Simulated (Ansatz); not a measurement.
# Work function of Pt(111): what the settings cost and change

Aim: the numerical settings behind the work function of Pt(111), with the cost of each.

Main program and level: Ansatz 0.2.0; plane-wave DFT, PBE, Ansatz PAW.

Experimental background.

For Pt (clean (111) face, a compiled value), “Anisotropic work function of elemental crystals” (2019, arxiv:1902.07811) quotes earlier work: work function (clean (111) face, a compiled value) 5.91 eV.

**1. Set-up**

The cell holds 7 atoms: 7 Pt. Cell: a = 2.772 Å, b = 2.772 Å, c = 31.579 Å, α = 90.0°, β = 90.0°, γ = 60.0°. Vacuum lies along c.

**2. Run, setting cutoff 200 eV**

A work function rests on the faint tail of the density, so the SCF threshold is tight. The cutoff is raised first; then mesh and smearing are varied at the default cutoff.

Input file input.yaml:

```yaml
crystal:
  lattice:
    - [2.7718585823, 0.0, 0.0]
    - [1.3859292911, 2.4004999479, 0.0]
    - [0.0, 0.0, 31.5792783313]
  atoms:
    - { symbol: Pt, position: [0.0, 0.0, 0.2849970131] }
    - { symbol: Pt, position: [0.3333333333, 0.3333333333, 0.3566646754] }
    - { symbol: Pt, position: [0.6666666667, 0.6666666667, 0.4283323377] }
    - { symbol: Pt, position: [0.0, 0.0, 0.5] }
    - { symbol: Pt, position: [0.3333333333, 0.3333333333, 0.5716676623] }
    - { symbol: Pt, position: [0.6666666667, 0.6666666667, 0.6433353246] }
    - { symbol: Pt, position: [0.0, 0.0, 0.7150029869] }
kpoints:
  mp_grid: { grid: [17, 17, 1] }
hamiltonian:
  xc: pbe
scf:
  occupations: { method: fermi_dirac, width: 0.1 }
  convergence: { dr2_threshold: 1.0e-09 }
efield:
  axis: 3
  dipole_correction: true
  ramp_position: 0.97
  ramp_width: 0.06
basis:
  ecutwfc: "200 eV"
output:
  write_potential: true
  write_density: true
  volumetric_format: npy
  elf: true
```

Command:

```
> ansatz run input.yaml --threads 2 --pin off --max-ram 3072MiB --backend cpu --events-out ev --progress --plain --runs-dir out
```

Numbers of over 12 decimals in the logs are rounded to 6 here.

The log of the run:

```text
Warning: basis.ecutwfc = 200 eV is below the records' recommended 420 eV, and the density's cutoff is lower with it unless basis.ecutrho_ratio is high enough to keep the records' density cutoff: compare with a run at a higher cutoff
Warning: basis.ecutrho_ratio 4 (ecutrho = 800 eV, dense FFT grid 15×15×150): the grid does not resolve the core-correction charge of Pt (measure 0.09 e/Å^2.5); warned from 0.08. The energy and each atom's force then go with where the atoms sit on the grid: [figures from the program's tests cut] If this deck is also warned that a cutoff or its ratio is below what is recommended, mend that before anything below. First try basis.xc_grid, which is 1 on this run (the dense grid itself), where it is not refused (2, then 3). Above 1 the core-correction charge is laid on the exchange–correlation grid, and this warning is never given, whether or not the level is enough: [rest of the remark cut]
Engine: ansatz 0.2.0, aarch64-unknown-linux-gnu
Pseudopotentials: kind: paw
Pseudopotential: Pt, paw, valence charge 18, recommended cutoff 420 eV (normal), Pt.paw.azcp
Functional definition: PBE
  parameter kappa = 0.804
  parameter beta = 0.066725
  exchange = pbe_x(kappa = kappa, mu = beta*pi^2/3)
  correlation = pbe_c(beta = beta)
Crystal: 7 atoms, lattice volume = 210.124 Å³
Basis set: ecut = 200 eV, 1375 PW (Γ)
Bands: 76, of which v1, the nominal top of the filled ones, is band 63 counted from 1 (62 counted from 0)
Symmetry: 6 space group operations
k-points: 33 of 289 (time reversal used)
Non-local potential: Pt, projectors of the file, l = 0: 3, l = 1: 2, l = 2: 2, l = 3: 1
PAW form: soft (Blöchl's): semilocal exchange-correlation on the pseudo side does not see the compensation charge
PAW one-centre angular grid: Pt, 590 points (default); XC on 64 Gauss nodes
Initial density: superposition of atomic densities (neutral atoms: chi_scale 0, normalization atom), corrected by the library's trained network
Initial wavefunctions: pseudopotential atomic-orbital guess
Functional: x = pbe(κ = 0.804, μ = 0.219515), c = pbe(β = 0.066725)
SCF iter   1: F=—  HF=-87590.389620 eV  |F-HF|=—  |Δ(HF+E_count)|=         —  Δρ=1.15e-1  dr2=2.71e1  ethr=1.77e-3  p=0.000 e·Å  D=2.35e-13 V/Å  ΔV_dip=-0.00 eV  dr2_dipole=2.54e-7  V_vac-E_F(+/−)=4.26/4.26 eV  ⟨swp⟩=7.9  Hψ=10263  notcnv=0  defer=43
efield: sawtooth ramp at fractional position 0.9700 (set: `efield.ramp_position`, or a place that a band, a saddle search or an elastic batch's reference lends), width 0.0600; the density the first Hamiltonian is built on has a dipole p = 0.000 e·Å; the dipole correction subtracts the counter field D = 2.35e-13 V/Å, which shifts the + side's vacuum level by -0.00 eV against the − side's; the planar-averaged density in the ramp window peaks in size at 4.2e-5 e/Å³
preconditioner: auto → LDOS  [metal: Δε(μ)=0.023 eV  Ē_g=7.632 eV  σ=0.100 eV  W_gap=0.06  n_scr=24 (ndim 8)  ℏωp=21.4 eV  f_vac=0.465  D(μ)=12.11/eV (n_scr^D=146)  β→1.0]
SCF iter   2: F=—  HF=-87588.461526 eV  |F-HF|=—  |Δ(HF+E_count)|=    1.93e0  Δρ=7.61e-2  dr2=1.23e1  ethr=1.77e-3  p=0.000 e·Å  D=3.20e-5 V/Å  ΔV_dip=-0.00 eV  dr2_dipole=4.57e-9  V_vac-E_F(+/−)=6.81/6.82 eV  ⟨swp⟩=3.0  Hψ=6738  notcnv=0  defer=81
SCF iter   3: F=—  HF=-87584.347377 eV  |F-HF|=—  |Δ(HF+E_count)|=    4.11e0  Δρ=9.52e-3  dr2=3.86e-1  ethr=1.77e-3  p=0.000 e·Å  D=4.23e-6 V/Å  ΔV_dip=-0.00 eV  dr2_dipole=1.48e-8  V_vac-E_F(+/−)=6.35/6.35 eV  ⟨swp⟩=2.9  Hψ=5623  notcnv=0  defer=119
SCF iter   4: F=—  HF=-87584.310470 eV  |F-HF|=—  |Δ(HF+E_count)|=   3.69e-2  Δρ=3.94e-3  dr2=1.45e-1  ethr=3.06e-4  p=0.000 e·Å  D=1.15e-5 V/Å  ΔV_dip=-0.00 eV  dr2_dipole=8.46e-10  V_vac-E_F(+/−)=6.24/6.24 eV  ⟨swp⟩=3.3  Hψ=5226  notcnv=0  defer=115
SCF iter   5: F=—  HF=-87584.288686 eV  |F-HF|=—  |Δ(HF+E_count)|=   2.18e-2  Δρ=1.08e-3  dr2=1.43e-2  ethr=1.15e-4  p=0.000 e·Å  D=6.37e-6 V/Å  ΔV_dip=-0.00 eV  dr2_dipole=4.39e-9  V_vac-E_F(+/−)=6.37/6.37 eV  ⟨swp⟩=2.1  Hψ=3856  notcnv=0  defer=115
SCF iter   6: F=—  HF=-87584.288459 eV  |F-HF|=—  |Δ(HF+E_count)|=   2.27e-4  Δρ=7.11e-4  dr2=2.22e-3  ethr=1.13e-5  p=0.000 e·Å  D=2.67e-6 V/Å  ΔV_dip=-0.00 eV  dr2_dipole=7.40e-10  V_vac-E_F(+/−)=6.36/6.37 eV  ⟨swp⟩=2.0  Hψ=3344  notcnv=0  defer=115
SCF iter   7: F=—  HF=-87584.288372 eV  |F-HF|=—  |Δ(HF+E_count)|=   8.70e-5  Δρ=1.58e-4  dr2=1.60e-4  ethr=1.76e-6  p=-0.000 e·Å  D=-4.85e-7 V/Å  ΔV_dip=0.00 eV  dr2_dipole=1.12e-10  V_vac-E_F(+/−)=6.35/6.35 eV  ⟨swp⟩=2.0  Hψ=3237  notcnv=0  defer=115
SCF iter   8: F=—  HF=-87584.288393 eV  |F-HF|=—  |Δ(HF+E_count)|=   2.12e-5  Δρ=9.48e-5  dr2=4.40e-5  ethr=1.27e-7  p=-0.000 e·Å  D=-3.59e-7 V/Å  ΔV_dip=0.00 eV  dr2_dipole=5.86e-11  V_vac-E_F(+/−)=6.34/6.35 eV  ⟨swp⟩=2.1  Hψ=3395  notcnv=0  defer=115
SCF iter   9: F=—  HF=-87584.288397 eV  |F-HF|=—  |Δ(HF+E_count)|=   3.06e-6  Δρ=2.84e-5  dr2=9.64e-6  ethr=3.50e-8  p=0.000 e·Å  D=5.22e-8 V/Å  ΔV_dip=-0.00 eV  dr2_dipole=4.23e-12  V_vac-E_F(+/−)=6.34/6.35 eV  ⟨swp⟩=1.3  Hψ=2481  notcnv=0  defer=115
SCF iter  10: F=—  HF=-87584.288400 eV  |F-HF|=—  |Δ(HF+E_count)|=   3.57e-6  Δρ=1.32e-5  dr2=9.17e-7  ethr=7.65e-9  p=0.000 e·Å  D=6.96e-8 V/Å  ΔV_dip=-0.00 eV  dr2_dipole=4.27e-13  V_vac-E_F(+/−)=6.34/6.35 eV  ⟨swp⟩=1.5  Hψ=2796  notcnv=0  defer=115
SCF iter  11: F=—  HF=-87584.288400 eV  |F-HF|=—  |Δ(HF+E_count)|=   5.01e-9  Δρ=5.22e-6  dr2=8.15e-8  ethr=7.28e-10  p=0.000 e·Å  D=1.09e-8 V/Å  ΔV_dip=-0.00 eV  dr2_dipole=8.67e-13  V_vac-E_F(+/−)=6.34/6.35 eV  ⟨swp⟩=2.1  Hψ=3614  notcnv=0  defer=115
SCF iter  12: F=—  HF=-87584.288400 eV  |F-HF|=—  |Δ(HF+E_count)|=   1.50e-8  Δρ=1.38e-6  dr2=8.24e-9  ethr=6.47e-11  p=-0.000 e·Å  D=-3.54e-9 V/Å  ΔV_dip=0.00 eV  dr2_dipole=6.30e-13  V_vac-E_F(+/−)=6.34/6.35 eV  ⟨swp⟩=2.3  Hψ=3759  notcnv=0  defer=115
SCF iter  13: F=—  HF=-87584.288400 eV  |F-HF|=—  |Δ(HF+E_count)|=  8.73e-10  Δρ=5.33e-7  dr2=1.21e-9  ethr=6.54e-12  p=0.000 e·Å  D=1.74e-8 V/Å  ΔV_dip=-0.00 eV  dr2_dipole=1.08e-13  V_vac-E_F(+/−)=6.34/6.35 eV  ⟨swp⟩=1.9  Hψ=3335  notcnv=0  defer=115
SCF iter  14: F=-87584.288400 eV  HF=-87584.288400 eV  |F-HF|=7.71e-10  |Δ(HF+E_count)|=  1.02e-10  Δρ=2.39e-7  dr2=6.47e-10  ethr=1.00e-12  p=-0.000 e·Å  D=-2.52e-8 V/Å  ΔV_dip=0.00 eV  dr2_dipole=2.64e-13  V_vac-E_F(+/−)=6.34/6.35 eV  ⟨swp⟩=10.8  Hψ=6719  notcnv=0
WARN: efield: at this solve's end the planar-averaged density reaches 1.28e-4 e/Å³ inside the ramp window [0.9383, 0.0617] (bound 1e-5 e/Å³); by the running means of the window's planes the mean density over a ramp is at most 1.19e-4 e/Å³, which is held to the bound (the quickstart, § The vacuum guard, A window that rings); the window's nearer edge stands 7.05 Å from this solve's nearest atom along the axis. Its work [...]
SCF 1 converged in 14 iterations: F = -87584.288400 eV  dr2 = 6.47e-10
  greatest PAW one-centre occupation: 1.026 electrons in one spin orbital (limit 2), on the Pt atom at site 6 (counted from 0), in its partial waves of l = 1
WARN: The output density's exchange-correlation potential varies sharply where the density is thin. Do not read a vacuum level from v_tot or v_xc, or from such a field of the output density. On a cell that repeats whose density bears no net charge and no dipole along the vacuum's axis use v_es (v_loc + v_h of the components); under efield.dipole_correction with no amplitude use v_es + v_field, which holds any externa [...]
SCF converged after 14 iterations
Free energy (F): -87584.288400 eV
Harris-Foulkes:  -87584.288400 eV  (|F-HF|=7.71e-10)
Internal energy: -87583.862172 eV  (E = F + TS)
E sigma→0 (E₀):  -87584.075286 eV
Entropy (-TS):   -0.426228 eV (-60.890 meV/atom)
Fermi energy:    8.643084 eV
Dipole field:    D = -0.000001 V/Å  (p = -0.000001 e·Å, saw-weighted, corrected)
Work function:   Φ+ = 6.3426 eV (in doubt: plateau slope 3.8e-2 eV/Å)   Φ− = 6.3483 eV (in doubt: plateau slope 3.4e-2 eV/Å)
Levels:          The Fermi level and band energies are counted from a zero that moves with the ramp; work functions are not
Vacuum region:   at the solve's end the planar-averaged density reaches 1.28e-4 e/Å³ inside the ramp window [0.9383, 0.0617] (bound 1e-5 e/Å³); by the running means of the window's planes the mean density over a ramp is at most 1.19e-4 e/Å³, which is held to the bound (the quickstart, § The vacuum guard, A window that rings)
--- Per-component energies (eV) ---
  E_band       = -2818.009648
  E_kinetic    = 4632.337859
  E_local      = -296090.873491  (includes V_loc(G=0)·N_el)
  E_nonlocal   = 1145.903177
  E_hartree    = 145776.712039
  E_xc         = -1869.268206
  E_vxc        = -2168.971434  (∫ρ·V_xc dr)
  E_paw        = -66066.265914  (= ΣΔE_a)
  E_vpaw       = -1889.818337  (= ΣTr[D̂ρ^β])
  E_aug_tail   = -0.006050  (compensation charges beyond the density's cutoff)
  E_efield     = 0.000000  (sawtooth field / dipole correction)
  E_vefield    = 0.000000  (∫n·V_field dr)
  E_ewald      = 124887.598414
  E_smearing   = -0.426228  (= −TS)
  E_closure    = 0.000000  (closes the sum)
  Σ components = -87584.288400   (vs F -87584.288400, Δ=0.00e0)
--- Band table (eV; the first three rows and the last of 33) ---
  k-point 0: bands = [... 59 lower, 7.4046, 7.4046, 7.7208, 7.7208, 8.1183, 8.1183, 8.6064, 8.6064, ... 9 higher]
  k-point 1: bands = [... 59 lower, 7.3245, 7.3851, 7.7054, 7.7994, 8.0442, 8.1755, 8.2114, 8.6335, ... 9 higher]
  k-point 2: bands = [... 59 lower, 7.1826, 7.2965, 7.4410, 7.7127, 7.7453, 8.1972, 8.3458, 8.6696, ... 9 higher]
  k-point 32: bands = [... 59 lower, 8.3192, 8.3696, 8.4108, 8.4752, 12.9869, 12.9917, 13.5192, 13.5950, ... 9 higher]
```

It took 37 s on 2 threads of Arm Neoverse N1, shared host; peak memory 0.44 GiB.

Numbers from this step:

```
energy at zero smearing   : -87584.0753 eV
work function, upper face : 6.343 eV
```

Running mean over 2.263 Å of the planar mean; the ramp of the sawtooth is left out. Table of electron's electrostatic potential energy less the Fermi level by z:

z (Å), electron's electrostatic potential energy less the Fermi level (eV) and a bar from the least value:
```
        4        6.2 ##############################
        5        6.1 ##############################
        6        5.9 #############################
        7        4.8 ############################
        8       -4.9 ############
        9      -11.6 #
       10      -12.0 
       11      -12.2 
       12      -12.2 
       13      -12.2 
       14      -12.3 
       15      -12.3 
       16      -12.2 
       17      -12.3 
       18      -12.3 
       19      -12.2 
       20      -12.2 
       21      -12.1 
       22      -12.0 
       23      -10.4 ###
       24        0.5 #####################
       25        5.6 #############################
       26        6.0 ##############################
       27        6.2 ##############################
       28        6.2 ##############################
```

Electrostatic potential energy in the ca plane at fractional y = 0.000, with atoms of Pt within 0.2 Å of it. With pseudopotentials it is smooth inside the atoms' cores, unlike the true potential.

Ten even steps from '0' (-67 eV) to '9' (15 eV), each cell a mean:
```
99999999861002799999999999985000489999999999
89998889985235899889999888997323799999999999
78987678998778998778998767898777899999999999
68986568999899997557898656899989999999999999
78987668998889998667898667899888999999999999
89998788986457898878998878998645899999999999
99999999973004899999999999986101589999999999
99999999861002799999999999984000389999999999
```
Columns run along c (16.0 Å, from fractional 0.37 to 0.87 of the cell; values clipped at the 3rd and 97th percentile), rows up along a (2.8 Å). Atoms in or near the plane, at fractional coordinates: Pt at (0.50, 0.00), Pt at (0.72, 0.00).

Valence density in the ca plane at fractional y = 0.000, with atoms of Pt within 0.2 Å of it. It is the smooth field of the valence electrons, not physical close to the nuclei.

Ten steps, logarithmic in the rise over the least value, from '0' (0 e/Å³) to '9' (11 e/Å³), each cell a mean:
```
22222222368998522222222222246999731000000000
32223333246876323333222333235787521000000000
43234553234554234554323554323454310000000000
54335664222332234665334665322333210000000000
53335654223443234564334565322343210000000000
43234443235765323443223444334676421000000000
22222332357987422332222332236898631000000000
22122222368998532222212222247999731000000000
```
Columns run along c (16.0 Å, from fractional 0.37 to 0.87 of the cell), rows up along a (2.8 Å). Atoms in or near the plane, at fractional coordinates: Pt at (0.50, 0.00), Pt at (0.72, 0.00).

ELF in the ca plane at fractional y = 0.000, with atoms of Pt within 0.2 Å of it. It is the smooth field of the valence electrons, not physical close to the nuclei.

Ten even steps from '0' (0.00) to '9' (0.72), each cell a mean:
```
32113333258997433332112333336999732000000000
22222323336876332332222332335787532000000000
43324543333443333553333454233444321000000000
53335663233333324664333565233334420000000000
43334653333333324554333565233333321000000000
32323432335664332343232343233566432000000000
22222323347987333232222232336898632000000000
31013443258998423443102443337999742100000000
```
Columns run along c (16.0 Å, from fractional 0.37 to 0.87 of the cell), rows up along a (2.8 Å). Atoms in or near the plane, at fractional coordinates: Pt at (0.50, 0.00), Pt at (0.72, 0.00).

The work function is 6.343 eV. The program marks this work function as in doubt.

**3. Slab**

input.yaml, as its differences from that of step 2:

```diff
@@ -26,3 +26,3 @@
 basis:
-  ecutwfc: "200 eV"
+  ecutwfc: "300 eV"
 output:
@@ -31,2 +31 @@
   volumetric_format: npy
-  elf: true
```

The log of the run:

```text
[...]
Crystal: 7 atoms, lattice volume = 210.124 Å³
Basis set: ecut = 300 eV, 2405 PW (Γ)
Bands: 76, of which v1, the nominal top of the filled ones, is band 63 counted from 1 (62 counted from 0)
Symmetry: 6 space group operations
k-points: 33 of 289 (time reversal used)
[...]
k-point 0: bands = [... 59 lower, 7.4346, 7.4346, 7.7861, 7.7861, 8.2860, 8.2860, 8.7282, 8.7282, ... 9 higher]
  k-point 1: bands = [... 59 lower, 7.4588, 7.4851, 7.7946, 7.8703, 8.1199, 8.2670, 8.2854, 8.7309, ... 9 higher]
  k-point 2: bands = [... 59 lower, 7.3375, 7.5002, 7.5426, 7.8124, 7.8597, 8.2941, 8.5175, 8.7433, ... 9 higher]
  k-point 32: bands = [... 59 lower, 8.5875, 8.6536, 8.7421, 8.8017, 13.1976, 13.1993, 13.7451, 13.8479, ... 9 higher]
[key lines of the parts left out:]
SCF converged after 11 iterations
Free energy (F): -87659.098473 eV
Fermi energy:    8.910166 eV
Dipole field:    D = 0.000001 V/Å  (p = 0.000001 e·Å, saw-weighted, corrected)
Work function:   Φ+ = 5.6702 eV   Φ− = 5.6703 eV
```

Run time: 57 s. Hardware: 2 threads; peak memory 0.57 GiB; 97 s of CPU time.

The work function is 5.670 eV, -0.672 eV from the run “cutoff 200 eV”, at 1.5 times its CPU time.

**4. Slab**

input.yaml, as its differences from that of step 3:

```diff
@@ -26,3 +26,3 @@
 basis:
-  ecutwfc: "300 eV"
+  ecutwfc: "420 eV"
 output:
```

The log of the run:

```text
[...]
Crystal: 7 atoms, lattice volume = 210.124 Å³
Basis set: ecut = 420 eV, 4137 PW (Γ)
Bands: 76, of which v1, the nominal top of the filled ones, is band 63 counted from 1 (62 counted from 0)
Symmetry: 6 space group operations
k-points: 33 of 289 (time reversal used)
[...]
k-point 0: bands = [... 59 lower, 7.4404, 7.4404, 7.7890, 7.7890, 8.2850, 8.2850, 8.7309, 8.7309, ... 9 higher]
  k-point 1: bands = [... 59 lower, 7.4645, 7.4885, 7.7979, 7.8698, 8.1188, 8.2682, 8.2896, 8.7362, ... 9 higher]
  k-point 2: bands = [... 59 lower, 7.3403, 7.5072, 7.5443, 7.8172, 7.8636, 8.2992, 8.5198, 8.7497, ... 9 higher]
  k-point 32: bands = [... 59 lower, 8.5919, 8.6563, 8.7453, 8.8054, 13.1912, 13.1925, 13.7374, 13.8408, ... 9 higher]
[key lines of the parts left out:]
SCF converged after 10 iterations
Free energy (F): -87660.033770 eV
Fermi energy:    8.915320 eV
Dipole field:    D = -0.000003 V/Å  (p = -0.000004 e·Å, saw-weighted, corrected)
Work function:   Φ+ = 5.6631 eV   Φ− = 5.6630 eV
```

The job ended after 83 s (2 threads; peak memory 0.8 GiB; 2.4 min of CPU time).

The work function is 5.663 eV, -0.680 eV from the run “cutoff 200 eV”, at 2.1 times its CPU time.

**5. Run**

input.yaml, as its differences from that of step 4:

```diff
@@ -26,3 +26,3 @@
 basis:
-  ecutwfc: "420 eV"
+  ecutwfc: "600 eV"
 output:
```

The log of the run:

```text
[...]
Crystal: 7 atoms, lattice volume = 210.124 Å³
Basis set: ecut = 600 eV, 7123 PW (Γ)
Bands: 76, of which v1, the nominal top of the filled ones, is band 63 counted from 1 (62 counted from 0)
Symmetry: 6 space group operations
k-points: 33 of 289 (time reversal used)
[...]
k-point 0: bands = [... 59 lower, 7.4402, 7.4402, 7.7888, 7.7888, 8.2847, 8.2847, 8.7306, 8.7306, ... 9 higher]
  k-point 1: bands = [... 59 lower, 7.4642, 7.4883, 7.7976, 7.8695, 8.1184, 8.2679, 8.2893, 8.7359, ... 9 higher]
  k-point 2: bands = [... 59 lower, 7.3400, 7.5069, 7.5440, 7.8169, 7.8634, 8.2989, 8.5196, 8.7494, ... 9 higher]
  k-point 32: bands = [... 59 lower, 8.5918, 8.6562, 8.7451, 8.8053, 13.1906, 13.1920, 13.7368, 13.8403, ... 9 higher]
[key lines of the parts left out:]
SCF converged after 11 iterations
Free energy (F): -87660.047319 eV
Fermi energy:    8.915151 eV
Dipole field:    D = -0.000003 V/Å  (p = -0.000003 e·Å, saw-weighted, corrected)
Work function:   Φ+ = 5.6632 eV   Φ− = 5.6631 eV
```

The job ended after 2.1 min (2 threads; peak memory 1.2 GiB).

The work function is 5.663 eV, +0.000 eV from the run “cutoff 420 eV”, at 1.6 times its CPU time.

**6. Slab**

input.yaml, as its differences from that of step 5:

```diff
@@ -14,3 +14,3 @@
 kpoints:
-  mp_grid: { grid: [17, 17, 1] }
+  mp_grid: { grid: [3, 3, 1] }
 hamiltonian:
@@ -25,4 +25,2 @@
   ramp_width: 0.06
-basis:
-  ecutwfc: "600 eV"
 output:
```

The log of the run:

```text
[...]
Crystal: 7 atoms, lattice volume = 210.124 Å³
Basis set: ecut = 420 eV, 4137 PW (Γ)
Bands: 76, of which v1, the nominal top of the filled ones, is band 63 counted from 1 (62 counted from 0)
Symmetry: 6 space group operations
k-points: 3 of 9 (time reversal used)
[...]
Work function:   Φ+ = 5.3583 eV   Φ− = 5.3584 eV
[...]
--- Band table (eV) ---
  k-point 0: bands = [... 59 lower, 7.6303, 7.6303, 7.9676, 7.9676, 8.4664, 8.4664, 8.8816, 8.8816, ... 9 higher]
  k-point 1: bands = [... 59 lower, 8.5147, 8.5907, 8.6974, 8.7929, 8.8801, 9.0454, 9.0923, 9.3188, ... 9 higher]
  k-point 2: bands = [... 59 lower, 8.6932, 8.9124, 8.9265, 8.9265, 13.8532, 13.8598, 13.8598, 14.3408, ... 9 higher]
[key lines of the parts left out:]
SCF converged after 14 iterations
Free energy (F): -87657.836648 eV
Fermi energy:    8.870536 eV
Dipole field:    D = 0.000002 V/Å  (p = 0.000002 e·Å, saw-weighted, corrected)
```

The job ended after 11 s (2 threads; peak memory 0.44 GiB).

The work function is 5.358 eV, -0.305 eV from the run “cutoff 420 eV”, at 0.10 times its CPU time.

[end of part 1 of 2]

[Logs are printed without paths, hosts, clocks, repeated set-up lines and the standing remarks that a program may print on its own settings, such as how far it seeks lower states.]

[Hosts, paths, dates, database ids (printed as entryN), source tags and the programs' standing remarks are cut or masked in the printed files.]

[Maps of the electrostatic potential energy from Ansatz leave out the sawtooth potential of an applied field or a dipole correction, so their vacuum need not be flat; planar profiles and work functions include it.]
